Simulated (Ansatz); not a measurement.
# Li on Mo(110): change of the work function, part 4 of 4

Aim: the work function of Mo(110) at several coverages of Li (hollow site), and the dipole that each adsorbate carries.

Ansatz 0.2.0; plane-wave DFT, PBE, Ansatz PAW.

So far, work function, upper face (eV): step 2 (the clean slab) 4.60; step 3 (37 atoms, coverage 0.111 ML, cell 3x3) 3.40; step 4 (17 atoms, coverage 0.25 ML, cell 2x2) 2.50.

### 5. The covered slab, k-mesh 6×6×1, coverage 0.5 ML

System of this step: Li/Mo(110). The cell holds 18 atoms: 16 Mo and 2 Li. Its edges and angles: a = 5.456 Å, b = 5.456 Å, c = 27.102 Å, α = 90.0°, β = 90.0°, γ = 70.5°. Vacuum lies along c.

Another coverage, to see how the dipoles act on each other as their distance changes.

File input.yaml:

```yaml
crystal:
  lattice:
    - [4.4547727214, -3.15, 0.0]
    - [4.4547727214, 3.15, 0.0]
    - [0.0, 0.0, 27.1015886411]
  atoms:
    - { symbol: Mo, position: [0.0, 0.0, 0.3320838538] }
    - { symbol: Mo, position: [0.25, 0.25, 0.4142704145] }
    - { symbol: Mo, position: [0.0, 0.0, 0.4972773475] }
    - { symbol: Mo, position: [0.25, 0.25, 0.5764664966] }
    - { symbol: Mo, position: [0.0, 0.5, 0.3320838538] }
    - { symbol: Mo, position: [0.25, 0.75, 0.4142704145] }
    - { symbol: Mo, position: [0.0, 0.5, 0.4972773475] }
    - { symbol: Mo, position: [0.25, 0.75, 0.5764664966] }
    - { symbol: Mo, position: [0.5, 0.0, 0.3320838538] }
    - { symbol: Mo, position: [0.75, 0.25, 0.4142704145] }
    - { symbol: Mo, position: [0.5, 0.0, 0.4972773475] }
    - { symbol: Mo, position: [0.75, 0.25, 0.5764664966] }
    - { symbol: Mo, position: [0.5, 0.5, 0.3320838538] }
    - { symbol: Mo, position: [0.75, 0.75, 0.4142704145] }
    - { symbol: Mo, position: [0.5, 0.5, 0.4972773475] }
    - { symbol: Mo, position: [0.75, 0.75, 0.5764664966] }
    - { symbol: Li, position: [0.42, 0.42, 0.6679161462] }
    - { symbol: Li, position: [0.92, 0.42, 0.6679161462] }
kpoints:
  mp_grid: { grid: [6, 6, 1] }
hamiltonian:
  xc: pbe
scf:
  occupations: { method: fermi_dirac, width: 0.1 }
  convergence: { dr2_threshold: 1.0e-08 }
efield:
  axis: 3
  dipole_correction: true
  ramp_position: 0.97
  ramp_width: 0.06
relax:
  f_tol: 0.02
  max_steps: 60
  constraints: [{ sites: [0, 1, 4, 5, 8, 9, 12, 13] }]
output:
  dos: { projected: true, e_range: [-8, 4] }
  write_potential: true
  write_density: true
  volumetric_format: npy
  elf: true
```

Launch:

```
> ansatz run input.yaml --threads 4 --pin off --max-ram 16384MiB --backend cpu --events-out ev --progress --plain --runs-dir out
```

Numbers of over 12 decimals in the logs are rounded to 6 here.

What it wrote:

```text
[...]
Crystal: 18 atoms, lattice volume = 760.608 Å³
Basis set: ecut = 420 eV, 14839 PW (Γ), exchange–correlation on 80×80×384 points (8 copies of the dense FFT grid, shifted against one another)
Bands: 138, of which v1, the nominal top of the filled ones, is band 115 counted from 1 (114 counted from 0)
Symmetry: 2 space group operations
[...]
- { symbol: Mo, position: [0.242499, 0.751326, 0.577584] }
[...]
- { symbol: Mo, position: [0.5, 0.5, 0.3320838538] }
    - { symbol: Mo, position: [0.75, 0.75, 0.4142704145] }
    - { symbol: Mo, position: [0.499947, 0.500038, 0.496897] }
    - { symbol: Mo, position: [0.742499, 0.751326, 0.577584] }
    - { symbol: Li, position: [0.500144, 0.500246, 0.659891] }
    - { symbol: Li, position: [1.000144, 0.500246, 0.659891] }
[key lines of the parts left out:]
SCF converged after 7 iterations
Free energy (F): -79696.957210 eV
Fermi energy:    4.832701 eV
Dipole field:    D = 0.077462 V/Å  (p = 0.325604 e·Å, saw-weighted, corrected)
Work function:   Φ+ = 2.5338 eV   Φ− = 4.6332 eV
```

It took 9.2 min on 4 threads of Arm Neoverse V1, shared host; peak memory 3.4 GiB; 36 min of CPU time.

Relaxation path:

| step | energy less that of the first step (eV) | largest force component (eV/Å) |
| --- | --- | --- |
| 1 | 0.0000 | 0.4780 |
| 2 | -0.1355 | 0.2350 |
| 3 | -0.1989 | 0.1230 |
| 4 | -0.2318 | 0.0559 |
| 5 | -0.2431 | 0.0401 |
| 6 | -0.2450 | 0.0250 |
| 7 | -0.2454 | 0.0032 |

Forces are held to the 2 operations that the run works with; a distortion that breaks them can't arise in this run.

The atoms that moved most (Å):

| atom | dx | dy | dz | length |
| --- | --- | --- | --- | --- |
| Li18 | 0.715 | 0.000 | -0.217 | 0.747 |
| Li17 | 0.715 | 0.000 | -0.217 | 0.747 |
| Mo16 | -0.028 | 0.028 | 0.030 | 0.049 |
| Mo8 | -0.028 | 0.028 | 0.030 | 0.049 |
| Mo12 | 0.027 | -0.027 | 0.030 | 0.049 |
| Mo4 | 0.027 | -0.027 | 0.030 | 0.049 |
| Mo11 | 0.000 | 0.000 | -0.012 | 0.012 |
| Mo3 | 0.000 | 0.000 | -0.012 | 0.012 |

The relaxed structure:

```
Mo Li
1.0
     4.45477   -3.15000    0.00000
     4.45477    3.15000    0.00000
     0.00000    0.00000   27.10159
Mo Li
16 2
Direct
  0.00000 0.00000 0.33208
  0.25000 0.25000 0.41427
  0.99994 0.00002 0.49682
  0.25735 0.24870 0.57757
  0.00000 0.50000 0.33208
  0.25000 0.75000 0.41427
  0.99995 0.50004 0.49690
  0.24250 0.75133 0.57758
  0.50000 0.00000 0.33208
  0.75000 0.25000 0.41427
  0.49994 0.00002 0.49682
  0.75735 0.24870 0.57757
  0.50000 0.50000 0.33208
  0.75000 0.75000 0.41427
  0.49995 0.50004 0.49690
  0.74250 0.75133 0.57758
  0.50014 0.50025 0.65989
  0.00014 0.50025 0.65989
```

The density of states has structure finer than the step of the table below, so its rows give means over 0.25 eV, whole bins alone (the curve runs from -8 to 1.2 eV). Peaks (eV: height): -3.820: 27.9, -3.730: 27.6, -2.860: 30.2, -2.680: 28.8, -1.860: 29.2, -1.680: 29.0, 0.990: 28.6.

Density of states against energy, zero at the Fermi level; means over each step:

| energy (eV) | density of states (states/eV a cell) |
| --- | --- |
| -7.00 | 0 |
| -6.75 | 0.197 |
| -6.50 | 0.906 |
| -6.25 | 0.915 |
| -6.00 | 1.02 |
| -5.75 | 1.09 |
| -5.50 | 1.88 |
| -5.25 | 2.54 |
| -5.00 | 6.88 |
| -4.75 | 15.2 |
| -4.50 | 17.7 |
| -4.25 | 16.1 |
| -4.00 | 18.1 |
| -3.75 | 25.6 |
| -3.50 | 19.0 |
| -3.25 | 19.3 |
| -3.00 | 23.7 |
| -2.75 | 24.9 |
| -2.50 | 21.3 |
| -2.25 | 21.8 |
| -2.00 | 21.6 |
| -1.75 | 24.6 |
| -1.50 | 23.5 |
| -1.25 | 19.7 |
| -1.00 | 15.1 |
| -0.75 | 13.6 |
| -0.50 | 15.6 |
| -0.25 | 13.5 |
| 0.00 | 15.1 |
| 0.25 | 18.1 |
| 0.50 | 19.1 |
| 0.75 | 22.1 |
| 1.00 | 24.8 |

The relaxation took 7 steps and lowered the energy by 0.25 eV; the largest force on the free atoms ends at 0.0032 eV/Å.

The covered face has 2.53 eV, -2.06 eV against the clean one; the bare back face has moved by -0.06 eV, a measure of how thin the slab is.

### 6. The covered slab, k-mesh 12×12×1, coverage 1 ML

System of this step: Li/Mo(110). The cell holds 5 atoms: 4 Mo and 1 Li. Cell: a = 2.728 Å, b = 2.728 Å, c = 27.102 Å, α = 90.0°, β = 90.0°, γ = 70.5°. Vacuum lies along c.

Another coverage, to see how the dipoles act on each other as their distance changes.

input.yaml, the sections that differ from step 5:

```yaml
crystal:
  lattice:
    - [2.2273863607, -1.575, 0.0]
    - [2.2273863607, 1.575, 0.0]
    - [0.0, 0.0, 27.1015886411]
  atoms:
    - { symbol: Mo, position: [0.0, 0.0, 0.3320838538] }
    - { symbol: Mo, position: [0.5, 0.5, 0.4142704145] }
    - { symbol: Mo, position: [0.0, 0.0, 0.4972773475] }
    - { symbol: Mo, position: [0.5, 0.5, 0.5764664966] }
    - { symbol: Li, position: [0.84, 0.84, 0.6679161462] }
kpoints:
  mp_grid: { grid: [12, 12, 1] }
relax:
  f_tol: 0.02
  max_steps: 60
  constraints: [{ sites: [0, 1] }]
output:
  write_potential: true
  write_density: true
  volumetric_format: npy
# hamiltonian, scf, efield: as in step 5
```

What it wrote:

```text
[...]
Crystal: 5 atoms, lattice volume = 190.152 Å³
Basis set: ecut = 420 eV, 3781 PW (Γ), exchange–correlation on 40×40×384 points (8 copies of the dense FFT grid, shifted against one another)
Bands: 36, of which v1, the nominal top of the filled ones, is band 30 counted from 1 (29 counted from 0)
Symmetry: 2 space group operations
[...]
F+E_penalty+E_count = -20026.88218656 eV   max|allowed force component| = 1.813e-2 eV/Å
  atoms:
    - { symbol: Mo, position: [0.0, 0.0, 0.3320838538] }
    - { symbol: Mo, position: [0.5, 0.5, 0.4142704145] }
    - { symbol: Mo, position: [-0.000527354, -0.000527354, 0.497016] }
    - { symbol: Mo, position: [0.498698, 0.498698, 0.578043] }
    - { symbol: Li, position: [1.001868, 1.001868, 0.660665] }
[key lines of the parts left out:]
SCF converged after 7 iterations
Free energy (F): -20026.882187 eV
Fermi energy:    4.816945 eV
Dipole field:    D = 0.051152 V/Å  (p = 0.053753 e·Å, saw-weighted, corrected)
Work function:   Φ+ = 3.2612 eV   Φ− = 4.6475 eV
```

The job ended after 51 s (4 threads; peak memory 0.64 GiB).

Step by step:

| step | energy less that of the first step (eV) | largest force component (eV/Å) |
| --- | --- | --- |
| 1 | 0.0000 | 0.5447 |
| 2 | -0.0644 | 0.2850 |
| 3 | -0.0972 | 0.0997 |
| 4 | -0.1142 | 0.0480 |
| 5 | -0.1185 | 0.0321 |
| 6 | -0.1189 | 0.0181 |

The run keeps the 2 symmetry operations that it works with, so distortions that break them were not tested.

The atoms that moved most (Å):

| atom | dx | dy | dz | length |
| --- | --- | --- | --- | --- |
| Li5 | 0.721 | 0.000 | -0.197 | 0.747 |
| Mo4 | -0.006 | 0.000 | 0.043 | 0.043 |
| Mo3 | -0.002 | 0.000 | -0.007 | 0.007 |

Final coordinates:

```cif
data_structure
_symmetry_space_group_name_H-M 'P 1'
_symmetry_Int_Tables_number 1
_cell_length_a 2.7280
_cell_length_b 2.7280
_cell_length_c 27.1016
_cell_angle_alpha 90.000
_cell_angle_beta 90.000
_cell_angle_gamma 70.529
_cell_volume 190.15
loop_
_atom_site_label
_atom_site_type_symbol
_atom_site_fract_x
_atom_site_fract_y
_atom_site_fract_z
_atom_site_occupancy
Mo1 Mo 0.00000 0.00000 0.33208 1
Mo2 Mo 0.50000 0.50000 0.41427 1
Mo3 Mo 0.99947 0.99947 0.49702 1
Mo4 Mo 0.49870 0.49870 0.57804 1
Li5 Li 0.00187 0.00187 0.66067 1
```

Running mean over 2.227 Å of the planar mean; the ramp of the sawtooth is left out. Electron's electrostatic potential energy less the Fermi level against z:

| z (Å) | electron's electrostatic potential energy less the Fermi level (eV) |
| --- | --- |
| 4 | 4.65 |
| 5 | 4.63 |
| 6 | 4.51 |
| 7 | 3.16 |
| 8 | -6.00 |
| 9 | -12.4 |
| 10 | -12.7 |
| 11 | -12.8 |
| 12 | -12.7 |
| 13 | -12.8 |
| 14 | -12.9 |
| 15 | -12.8 |
| 16 | -11.7 |
| 17 | -5.00 |
| 18 | -1.56 |
| 19 | 0.221 |
| 20 | 2.66 |
| 21 | 3.16 |
| 22 | 3.25 |
| 23 | 3.26 |

The relaxation took 6 steps and lowered the energy by 0.12 eV; the largest force on the free atoms ends at 0.018 eV/Å.

The covered face has 3.26 eV, -1.34 eV against the clean one; the bare back face has moved by -0.05 eV, a measure of how thin the slab is.

### 7. Work function against coverage

This step: plane-wave DFT, PBE, Ansatz PAW; work function against coverage (Ansatz 0.2.0).

The runs are now put side by side.

This step gave:

```yaml
work_function_of_the_clean_face: 4.598 eV
largest_change_of_the_work_function: -2.101 eV
```

The work function of the covered face by coverage:

| coverage (adsorbates/nm²) | work function of the covered face (eV) |
| --- | --- |
| 0.00 | 4.60 |
| 1.58 | 3.40 |
| 3.56 | 2.50 |
| 7.13 | 2.53 |
| 14.25 | 3.26 |

The dipole per adsorbate comes from the change of the cell's dipole. Coverage, by row:

| coverage (1/nm²) | coverage (ML) | work function (eV) | change (eV) | dipole per adsorbate, positive end outwards (debye) | mean height of the added atoms over the highest substrate atom (Å) |
| --- | --- | --- | --- | --- | --- |
| 1.583 | 0.1111 | 3.405 | -1.194 | 1.973 | 2.331 |
| 3.563 | 0.25 | 2.497 | -2.101 | 1.536 | 2.255 |
| 7.126 | 0.5 | 2.534 | -2.064 | 0.746 | 2.231 |
| 14.25 | 1 | 3.261 | -1.337 | 0.24 | 2.239 |

### 8. Summary of results

```yaml
work_function_of_the_clean_face: 4.60 eV
work_function_at_0p11_ml: 3.40 eV
work_function_at_0p25_ml: 2.50 eV
work_function_at_0p5_ml: 2.53 eV
work_function_at_1_ml: 3.26 eV
dipole_per_adsorbate_at_0p11_ml_positive_end_outwards: 1.97 D
```

**Reading.** Li lowers the work function of Mo(110) at the lowest coverage, by 1.19 eV: the adsorbate layer has its positive end outwards. The dipole per adsorbate falls from 1.97 to 0.24 D as the layer fills. Neighbouring dipoles depolarise each other, and heights and bonding change with coverage too. The work function passes a minimum near 0.25 ML among the coverages run and rises again. The slab has 4 layers, at the tabulated experimental lattice constant, one starting site was run, and quantum-size effects of a slab this thin can reach one or two tenths of an eV.

[Logs are printed without paths, hosts, clocks, repeated set-up lines and the standing remarks that a program may print on its own settings, such as how far it seeks lower states.]

[Hosts, paths, dates, database ids (printed as entryN), source tags and the programs' standing remarks are cut or masked in the printed files.]

[Maps of the electrostatic potential energy from Ansatz leave out the sawtooth potential of an applied field or a dipole correction, so their vacuum need not be flat; planar profiles and work functions include it.]
